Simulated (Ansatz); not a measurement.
Rows from a G0W0 calculation on LiMgOF (P4/mmm) (Ansatz 0.2.0; G0W0 on LDA, plane waves, PAW; PAW set soft_1; 6×6×4 mesh, 88 empty bands, screening to 110 eV, PAW set soft_1 files), in eV. Spin-orbit coupling is left out.

The structure was built from a prototype and need not be the compound's stable phase.

| row | k | band | start | Σx | Σc at the solution | Vxc |
| --- | --- | --- | --- | --- | --- | --- |
| A | Γ | c1 | 11.587 | -9.429 | -3.731 | -14.805 |
| B | Γ | c2 | 16.790 | -3.773 | -4.156 | -9.584 |
| C | Γ | v1 | 5.927 | -26.524 | 4.240 | -20.948 |

**Question.** Give the quasiparticle energies and the shift of each level.

The quasiparticle equation reads E = start + Σx + Σc(E) − Vxc.

| row | E (eV) | shift (eV) |
| --- | --- | --- |
| A | 13.232 | +1.645 |
| B | 18.446 | +1.655 |
| C | 4.591 | −1.337 |

Limits: not at the basis limit; coarse k mesh.

[Runs of the session that timed out or met a known fault of the program may be left out.]

[Cells called generated may have been cut or substituted from an entry of the Crystallography Open Database or the Materials Project.]

[Hosts, paths, dates, database ids (printed as entryN), source tags and the programs' standing remarks are cut or masked in the printed files.]
